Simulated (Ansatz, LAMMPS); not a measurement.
# Ionic liquid triethylsulfonium TFSI- with water, from a frame at 300 K (120 atoms): geometry optimisation, part 2 of 4

Aim: bring ionic liquid triethylsulfonium TFSI- with water, from a frame at 300 K (120 atoms) to a nearby minimum of the energy and see what moves.

Ansatz 0.2.0; Kohn-Sham DFT, PBE+D4, PAW (set soft_2), plane waves.

The cell: 24 C, 9 S, 51 H, 3 N, 15 O and 18 F. The network of contacts between molecules at the start is that of the classical potential that made the cell. Sampling is at Γ alone, for a cell whose shortest periodic width is 11 Å.

So far. Step 3 (Single point at the start): Neighbours are counted within 1.34 Å (H-C), 1.21 Å (H-O), 1.85 Å (C-C), 1.62 Å (C-F), 2.21 Å (C-S), 1.88 Å (O-S), 2.02 Å (S-N).

## 4. Cell and atoms relaxed

The cell is relaxed with the atoms, since the starting lattice needn't suit this functional.

input.yaml

```yaml
crystal:
  lattice:
    - [11.4726, 0.0, 0.0]
    - [0.0, 11.4726, 0.0]
    - [0.0, 0.0, 11.4726]
  atoms:
    [... the 120 atom lines of step 3 ...]
kpoints:
  mp_grid: { grid: [1, 1, 1] }
hamiltonian:
  xc: pbe
  dispersion: d4
scf:
  occupations: { method: fixed }
output:
  forces: true
relax:
  f_tol: 0.05
  max_steps: 200
  cell: {}
```

On the command line:

```
$ ansatz run input.yaml --threads 4 --pin off --max-ram 8192MiB --backend cpu --events-out ev --progress --plain --runs-dir out
```

Numbers of over 12 decimals in the logs are rounded to 6 here.

The log of the run:

```text
[...]
Crystal: 120 atoms, lattice volume = 1510.030 Å³
Basis set: ecut = 420 eV, 29423 PW (Γ), exchange–correlation on 160×160×160 points (8 copies of the dense FFT grid, shifted against one another)
Bands: 336, of which v1, the nominal top of the filled ones, is band 216 counted from 1 (215 counted from 0)
Symmetry: 1 space group operations
[...]
k-points: 1
[...]
SCF iter   1: F=—  HF=-39151.088950 eV  |F-HF|=—  |Δ(HF+E_count)|=         —  Δρ=5.95e-3  dr2=9.24e-1  ethr=1.77e-3  ⟨swp⟩=5.0  Hψ=1130  notcnv=0  defer=116
[...]
SCF iter   3: F=—  HF=-39150.786603 eV  |F-HF|=—  |Δ(HF+E_count)|=   2.83e-2  Δρ=1.45e-3  dr2=5.42e-2  ethr=4.14e-5  ⟨swp⟩=3.0  Hψ=419  notcnv=0  defer=62
automatic band count: iteration 3 solves 280 bands in place of 336: the levels show a gap, and the empty bands left out lie too high to hold charge; the band table lists the bands solved (type scf.n_extra_bands for more)
SCF iter   4: F=—  HF=-39150.773174 eV  |F-HF|=—  |Δ(HF+E_count)|=   1.34e-2  Δρ=6.12e-4  dr2=8.63e-3  ethr=1.25e-5  ⟨swp⟩=2.0  Hψ=477  notcnv=0  defer=62
[...]
SCF iter  11: F=-39150.770342 eV  HF=-39150.770342 eV  |F-HF|=9.98e-9  |Δ(HF+E_count)|=   2.22e-9  Δρ=1.30e-6  dr2=2.66e-8  ethr=2.31e-11  ⟨swp⟩=5.0  Hψ=910  notcnv=0
SCF 1 converged in 11 iterations: F = -39150.770342 eV  dr2 = 2.66e-8
[...]
relax step   1: F+E_penalty+E_count = -39150.77034213 eV  Δ(F+E_penalty+E_count) = +0.000e0 eV  max|allowed force component| = 4.254e0 eV/Å  Δτ_max = 0.0000 Å  P = +1.438 GPa  Ω = 1510.030 Å³  (11 SCF iters, dr2 threshold 1.00e-7 eV, accepted)
[... from here on, the SCF cycles and remarks between the steps are left out ...]
relax step   2: F+E_penalty+E_count = -39155.50769945 eV  Δ(F+E_penalty+E_count) = -4.737e0 eV  max|allowed force component| = 2.786e0 eV/Å  Δτ_max = 0.1901 Å  P = -0.147 GPa  Ω = 1549.199 Å³  energy of the carried Pulay correction = -1.135e-1 eV  (8 SCF iters, dr2 threshold 1.20e-5 eV, accepted)
relax step   3: F+E_penalty+E_count = -39156.82795298 eV  Δ(F+E_penalty+E_count) = -1.320e0 eV  max|allowed force component| = 2.200e0 eV/Å  Δτ_max = 0.1943 Å  P = -0.422 GPa  Ω = 1534.078 Å³  energy of the carried Pulay correction = -7.002e-2 eV  (8 SCF iters, dr2 threshold 1.20e-5 eV, accepted)
relax step   4: F+E_penalty+E_count = -39157.49823988 eV  Δ(F+E_penalty+E_count) = -6.703e-1 eV  max|allowed force component| = 9.549e-1 eV/Å  Δτ_max = 0.2000 Å  P = -0.204 GPa  Ω = 1503.655 Å³  energy of the carried Pulay correction = +1.875e-2 eV  (8 SCF iters, dr2 threshold 1.20e-5 eV, accepted)
relax step   5: F+E_penalty+E_count = -39157.83539760 eV  Δ(F+E_penalty+E_count) = -3.372e-1 eV  max|allowed force component| = 5.740e-1 eV/Å  Δτ_max = 0.1952 Å  P = -0.338 GPa  Ω = 1504.089 Å³  energy of the carried Pulay correction = +1.747e-2 eV  (8 SCF iters, dr2 threshold 1.20e-5 eV, accepted)
relax step   6: F+E_penalty+E_count = -39157.97225189 eV  Δ(F+E_penalty+E_count) = -1.369e-1 eV  max|allowed force component| = 6.550e-1 eV/Å  Δτ_max = 0.1949 Å  P = -0.158 GPa  Ω = 1499.020 Å³  energy of the carried Pulay correction = +3.243e-2 eV  (7 SCF iters, dr2 threshold 1.20e-5 eV, accepted)
relax step   7: F+E_penalty+E_count = -39158.00939993 eV  Δ(F+E_penalty+E_count) = -3.715e-2 eV  max|allowed force component| = 1.788e0 eV/Å  Δτ_max = 0.1945 Å  P = -0.262 GPa  Ω = 1493.910 Å³  energy of the carried Pulay correction = +4.756e-2 eV  (7 SCF iters, dr2 threshold 1.20e-5 eV, accepted)
relax step   8: F+E_penalty+E_count = -39158.06078491 eV  Δ(F+E_penalty+E_count) = -5.138e-2 eV  max|allowed force component| = 1.903e0 eV/Å  Δτ_max = 0.1958 Å  P = +0.137 GPa  Ω = 1493.460 Å³  energy of the carried Pulay correction = +4.890e-2 eV  (8 SCF iters, dr2 threshold 1.20e-5 eV, accepted)
relax step   9: F+E_penalty+E_count = -39158.27610705 eV  Δ(F+E_penalty+E_count) = -2.153e-1 eV  max|allowed force component| = 1.621e-1 eV/Å  Δτ_max = 0.2000 Å  P = -0.018 GPa  Ω = 1484.646 Å³  energy of the carried Pulay correction = +7.513e-2 eV  (8 SCF iters, dr2 threshold 1.20e-5 eV, accepted)
relax step  10: F+E_penalty+E_count = -39158.39125498 eV  Δ(F+E_penalty+E_count) = -1.151e-1 eV  max|allowed force component| = 1.461e-1 eV/Å  Δτ_max = 0.2000 Å  P = -0.106 GPa  Ω = 1483.334 Å³  energy of the carried Pulay correction = +7.905e-2 eV  (9 SCF iters, dr2 threshold 1.64e-6 eV, accepted)
relax step  11: F+E_penalty+E_count = -39158.44534581 eV  Δ(F+E_penalty+E_count) = -5.409e-2 eV  max|allowed force component| = 3.360e-1 eV/Å  Δτ_max = 0.1946 Å  P = -0.354 GPa  Ω = 1482.678 Å³  energy of the carried Pulay correction = +8.101e-2 eV  (9 SCF iters, dr2 threshold 1.33e-6 eV, accepted)
relax step  12: F+E_penalty+E_count = -39158.47890508 eV  Δ(F+E_penalty+E_count) = -3.356e-2 eV  max|allowed force component| = 3.131e-1 eV/Å  Δτ_max = 0.1431 Å  P = -0.297 GPa  Ω = 1486.208 Å³  energy of the carried Pulay correction = +7.047e-2 eV  (8 SCF iters, dr2 threshold 7.06e-6 eV, accepted)
[...]
relax step  91: F+E_penalty+E_count = -39159.28302031 eV  Δ(F+E_penalty+E_count) = +5.163e-2 eV  max|allowed force component| = 4.140e-2 eV/Å  Δτ_max = 0.0000 Å  P = -0.000 GPa  Ω = 1390.994 Å³  stress off target by 9.80e-2 GPa  SCF on the basis re-selected at this cell (its energy is not comparable with the rows above)  (8 SCF iters)
relax step  92: F+E_penalty+E_count = -39159.24445320 eV  Δ(F+E_penalty+E_count) = +3.857e-2 eV  max|allowed force component| = 1.702e-1 eV/Å  Δτ_max = 0.1544 Å  P = -0.035 GPa  Ω = 1385.287 Å³  energy of the carried Pulay correction = +1.915e-2 eV  (12 SCF iters, dr2 threshold 2.40e-8 eV, rejected (line search))
relax step  93: F+E_penalty+E_count = -39159.30061186 eV  Δ(F+E_penalty+E_count) = -1.759e-2 eV  max|allowed force component| = 1.149e-1 eV/Å  Δτ_max = 0.0752 Å  P = -0.028 GPa  Ω = 1387.736 Å³  energy of the carried Pulay correction = +1.031e-2 eV  (13 SCF iters, accepted)
relax step  94: F+E_penalty+E_count = -39159.30484258 eV  Δ(F+E_penalty+E_count) = -4.231e-3 eV  max|allowed force component| = 3.788e-2 eV/Å  Δτ_max = 0.0254 Å  P = -0.013 GPa  Ω = 1386.826 Å³  energy of the carried Pulay correction = +1.313e-2 eV  (7 SCF iters, dr2 threshold 8.26e-7 eV, accepted)
relax step  95: F+E_penalty+E_count = -39159.31080779 eV  Δ(F+E_penalty+E_count) = -5.965e-3 eV  max|allowed force component| = 1.793e-1 eV/Å  Δτ_max = 0.1002 Å  P = -0.019 GPa  Ω = 1385.071 Å³  energy of the carried Pulay correction = +1.851e-2 eV  (12 SCF iters, accepted)
relax step  96: F+E_penalty+E_count = -39159.30972680 eV  Δ(F+E_penalty+E_count) = +1.081e-3 eV  max|allowed force component| = 2.199e-2 eV/Å  Δτ_max = 0.0271 Å  P = -0.002 GPa  Ω = 1385.820 Å³  energy of the carried Pulay correction = +1.612e-2 eV  (6 SCF iters, dr2 threshold 2.01e-6 eV, accepted)
relax step  97: F+E_penalty+E_count = -39159.30318306 eV  Δ(F+E_penalty+E_count) = +6.544e-3 eV  max|allowed force component| = 2.229e-2 eV/Å  Δτ_max = 0.0000 Å  P = -0.001 GPa  Ω = 1385.820 Å³  stress off target by 5.96e-2 GPa  SCF on the basis re-selected at this cell (its energy is not comparable with the rows above)  (7 SCF iters)
relax step  98: F+E_penalty+E_count = -39159.30039319 eV  Δ(F+E_penalty+E_count) = +2.790e-3 eV  max|allowed force component| = 8.857e-2 eV/Å  Δτ_max = 0.0493 Å  P = +0.007 GPa  Ω = 1386.198 Å³  energy of the carried Pulay correction = -1.284e-3 eV  (10 SCF iters, dr2 threshold 8.89e-9 eV, rejected (line search))
relax step  99: F+E_penalty+E_count = -39159.30665313 eV  Δ(F+E_penalty+E_count) = -3.470e-3 eV  max|allowed force component| = 2.338e-2 eV/Å  Δτ_max = 0.0238 Å  P = +0.006 GPa  Ω = 1385.494 Å³  energy of the carried Pulay correction = +9.808e-4 eV  (11 SCF iters, accepted)
relax step 100: F+E_penalty+E_count = -39159.30888204 eV  Δ(F+E_penalty+E_count) = -2.229e-3 eV  max|allowed force component| = 1.109e-1 eV/Å  Δτ_max = 0.0617 Å  P = -0.003 GPa  Ω = 1384.665 Å³  energy of the carried Pulay correction = +3.354e-3 eV  (12 SCF iters, rejected (line search))
relax step 101: F+E_penalty+E_count = -39159.30940293 eV  Δ(F+E_penalty+E_count) = -2.750e-3 eV  max|allowed force component| = 5.159e-2 eV/Å  Δτ_max = 0.0305 Å  P = +0.003 GPa  Ω = 1385.044 Å³  energy of the carried Pulay correction = +2.269e-3 eV  (11 SCF iters, accepted)
relax step 102: F+E_penalty+E_count = -39159.31309470 eV  Δ(F+E_penalty+E_count) = -3.692e-3 eV  max|allowed force component| = 4.497e-2 eV/Å  Δτ_max = 0.0494 Å  P = -0.013 GPa  Ω = 1384.068 Å³  energy of the carried Pulay correction = +5.206e-3 eV  (9 SCF iters, dr2 threshold 1.66e-7 eV, accepted)
relax step 103: F+E_penalty+E_count = -39159.31045106 eV  Δ(F+E_penalty+E_count) = +2.644e-3 eV  max|allowed force component| = 4.489e-2 eV/Å  Δτ_max = 0.0000 Å  P = -0.012 GPa  Ω = 1384.068 Å³  stress off target by 4.83e-2 GPa  SCF on the basis re-selected at this cell (its energy is not comparable with the rows above)  (6 SCF iters)
[...]
SCF converged after 6 iterations
Free energy (F): -39159.310451 eV
[...]
Internal energy: -39159.310451 eV  (E = F + TS)
E sigma→0 (E₀):  -39159.310451 eV
Fermi energy:    -0.210236 eV
[...]
--- Forces (eV/Å), atoms counted from 1 ---
  atom   1  C      0.00179018    -0.00121199    -0.00170444
  atom   2  C      0.00039290     0.00153877    -0.00207148
  atom   3  S      0.00113737    -0.00269725     0.00668920
  atom   4  C     -0.00152002    -0.00049885    -0.00090666
  atom   5  C     -0.00093135     0.00028964    -0.00084292
  atom   6  C     -0.00302790    -0.00434223    -0.00247146
  atom   7  C     -0.00124973     0.00052515     0.00300560
  atom   8  H     -0.00047383    -0.00008650    -0.00346904
  atom   9  H     -0.00300299     0.00040817     0.00312875
  atom  10  H      0.00080971    -0.00099767     0.00116490
  atom  11  H      0.00058016    -0.00079883    -0.00143958
  atom  12  H      0.00025405    -0.00146210     0.00022889
  atom  13  H      0.00018373     0.00107764     0.00267008
  atom  14  H      0.00055190    -0.00027463     0.00026428
[...]
atom 119  H     -0.02013767     0.02032722     0.01825575
  atom 120  H      0.04489092    -0.02133829     0.00919376
  max |Σ_I F_I| component: 1.18e-5 eV/Å
--- Stress (GPa, compression-positive) ---
        0.011327      -0.004318       0.012298
       -0.004317      -0.024554       0.022128
        0.012298       0.022129      -0.023070
  P = ⅓ Tr σ = -0.0121 GPa (-0.121 kbar)
--- Relaxed structure (98 steps of the walk, 91 accepted, 5 SCFs on fresh bases) ---
  F+E_penalty+E_count = -39159.31045106 eV   max|allowed force component| = 4.489e-2 eV/Å   (the final SCF, on the basis selected at the relaxed cell)
  cell:  # Å, volume = 1384.0675 Å³
    - [11.798771, -0.389027, 0.122878]
    - [-0.389027, 10.664941, 0.624752]
    - [0.122878, 0.624752, 11.050867]
  atoms:
    - { symbol: C, position: [0.347186, 0.146421, 0.775924] }
    - { symbol: C, position: [0.228303, 0.082793, 0.772034] }
    - { symbol: S, position: [0.226808, 0.912795, 0.813026] }
    - { symbol: C, position: [0.075027, 0.866814, 0.827277] }
[...]
- { symbol: H, position: [0.683540, 0.017040, 0.572304] }
```

Elapsed: 21 min, on 4 threads of AMD EPYC 7R43, shared host; peak memory 1.7 GiB.

The steps of the relaxation (22 of 103):

```
step  energy less that of the first step (eV)  largest force component (eV/Å)  pressure (GPa)  volume (Å³)
   1                                   0.0000                          4.2536            1.44      1510.03
   6                                  -7.2019                          0.6550           -0.16      1499.02
  11                                  -7.6750                          0.3360           -0.35      1482.68
  16                                  -7.9254                          0.5324           -0.47      1476.17
  20                                  -8.0807                          0.6756           -0.53      1474.09
  25                                  -8.2065                          0.6224            0.02      1473.42
  30                                  -8.2749                          0.3467           -0.13      1470.72
  35                                  -8.3606                          0.4703           -0.15      1461.20
  40                                  -8.4082                          0.3332           -0.05      1457.42
  45                                  -8.4513                          0.0516           -0.02      1452.03
  50                                  -8.4551                          0.0809            0.00      1452.13
  54                                  -8.4552                          0.0860           -0.03      1452.78
  59                                  -8.4664                          0.1124           -0.01      1450.91
  64                                  -8.4896                          0.1578           -0.13      1445.68
  69                                  -8.4961                          0.1208           -0.07      1447.17
  74                                  -8.4979                          0.0607           -0.05      1448.30
  79                                  -8.5278                          0.3643            0.01      1413.77
  84                                  -8.5276                          0.0507            0.01      1397.68
  88                                  -8.5586                          0.1134           -0.01      1391.86
  93                                  -8.5303                          0.1149           -0.03      1387.74
  98                                  -8.5301                          0.0886            0.01      1386.20
103*                                  -8.5401                          0.0449           -0.01      1384.07
```

Relaxation steps marked * repeat the geometry before them on a plane-wave basis chosen anew for their cell, so energy and pressure can jump there. Other such steps can lie between the rows shown. Relaxation steps 21, 27, 57, 70, 92, 98, 100 were tried and not accepted.

```
     cell as run  before   after  change
           a (Å)  11.473  11.806  +2.9 %
           b (Å)  11.473  10.690  -6.8 %
           c (Å)  11.473  11.069  -3.5 %
           α (°)   90.00   83.44  -7.3 %
           β (°)   90.00   88.88  -1.2 %
           γ (°)   90.00   93.94  +4.4 %
volume (Å³/atom)   12.58   11.53  -8.3 %
```

The atoms that moved most (Å, as changes of fractional coordinates times the final cell):

```
atom      dx      dy      dz  length
 F74   2.521   1.279   1.231   3.084
O115   1.655  -0.889   1.737   2.559
 H31   1.988   1.540   0.275   2.530
 F73   2.118   1.305  -0.054   2.488
 O84  -2.328  -0.280  -0.442   2.386
F103   0.691   1.761  -1.382   2.343
 H66  -1.812   1.116  -0.845   2.290
F104   1.560   1.591   0.385   2.261
```

The relaxation changed the energy by -71.2 meV/atom, and atoms moved by 1.4 Å r.m.s., 3.1 Å at most.

## 5. Local order after relaxation

Bonds before and after, by the cutoffs listed below:

```
pair  bonds before  bonds after  mean before (Å)  mean after (Å)  spread before (Å)  spread after (Å)
 H-C            45           45            1.089           1.096              0.036             0.001
 H-O             6            6            1.000           0.977              0.000             0.004
 C-C             9            9            1.532           1.520              0.025             0.002
 C-F            18           18            1.361           1.345              0.029             0.006
 C-S            15           15            1.829           1.846              0.041             0.031
 O-S            12           12            1.448           1.454              0.014             0.004
 S-N             6            6            1.588           1.596              0.036             0.005
```

Density 1.50 g/cm³, 11.53 Å³ an atom.

Pair distribution functions g(r), in bins of 0.2 Å:

```
r (Å)  total   H-H    H-C   H-F   H-O   H-S   H-N
 0.90   0.48  0.00   0.00  0.00  4.54  0.00  0.00
 1.10   2.98  0.00  17.50  0.00  0.00  0.00  0.00
 1.30   0.77  0.00   0.00  0.00  0.00  0.00  0.00
 1.50   0.97  0.53   0.00  0.00  0.00  0.00  0.00
 1.70   0.90  4.84   0.00  0.00  0.00  0.00  0.00
 1.90   0.38  0.00   0.00  0.00  0.41  0.00  0.00
 2.10   1.12  0.27   4.13  0.00  0.68  0.00  0.00
 2.30   0.42  0.47   0.18  0.00  0.69  3.65  0.00
 2.50   0.98  3.30   0.00  0.47  1.25  0.20  0.00
 2.70   1.05  1.00   0.30  1.22  1.17  0.00  0.47
 2.90   1.07  0.65   1.29  1.20  1.11  2.20  0.00
 3.10   1.17  1.75   1.04  0.75  1.27  1.26  0.37
 3.30   0.68  0.35   0.66  0.48  0.58  0.56  1.67
 3.50   0.87  0.90   0.82  0.93  0.70  0.78  0.29
 3.70   0.99  0.96   1.21  0.87  1.10  1.58  0.78
 3.90   1.00  1.08   1.03  0.87  0.95  1.03  0.23
 4.10   0.84  0.93   1.04  0.81  0.85  0.64  0.85
 4.30   1.00  0.83   1.10  1.13  1.13  0.66  1.19
 4.50   1.09  0.75   1.15  1.53  1.02  1.07  1.96
 4.70   1.09  1.07   1.04  1.21  0.92  0.97  1.31
 4.90   1.06  1.23   1.14  1.25  0.93  1.00  1.05
 5.10   1.01  1.02   0.80  1.23  1.11  0.69  1.65
```

Bonds by pair of elements; cutoffs follow the first minimum of g(r), held within bounds set by covalent radii, and pairs that aren't listed don't count as bonded:

```
pair A-B  cutoff (Å)  bonds  mean length (Å)  spread (Å)  shortest (Å)  B about A  A about B
     H-C        1.34     45             1.10       0.001          1.09      0.882       1.88
     H-O        1.21      6            0.977       0.004         0.972      0.118        0.4
     C-C        1.85      9             1.52       0.002          1.52       0.75       0.75
     C-F        1.62     18             1.34       0.006          1.33       0.75          1
     C-S        2.21     15             1.85       0.031          1.82      0.625       1.67
     O-S        1.88     12             1.45       0.004          1.45        0.8       1.33
     S-N        2.02      6             1.60       0.005          1.59      0.667          2
```

How many atoms have how many bonded neighbours:

```
element  mean   1  2  3   4
      C     4   0  0  0  24
      F     1  18  0  0   0
      H     1  51  0  0   0
      N     2   0  3  0   0
      O   1.2  12  3  0   0
      S  3.67   0  0  3   6
```

Bond angles (no mean is given where the spread exceeds 20°):

```
angle  count  mean (°)  spread (°)
C-C-H     45       111         1.9
H-C-H     36       108         0.9
H-C-S     18       106         1.6
F-C-S     18       110         0.8
F-C-F     18       109         0.4
```

Bond length by coordination (bonds to H left out):

```
element  coordination  atoms  mean bond length (Å)
      O             1     12                  1.45
      S             3      3                  1.82
      S             4      6                  1.60
```

Counting bonds as in the table, all C atoms have 4, all F atoms have 1, all H atoms have 1 and all N atoms have 2 bonded neighbours. The C-C-H angle averages 111° with a spread of 1.9°.

[end of part 2 of 4]

[Logs are printed without paths, hosts, clocks, repeated set-up lines and the standing remarks that a program may print on its own settings, such as how far it seeks lower states.]

[Hosts, paths, dates, database ids (printed as entryN), source tags and the programs' standing remarks are cut or masked in the printed files.]
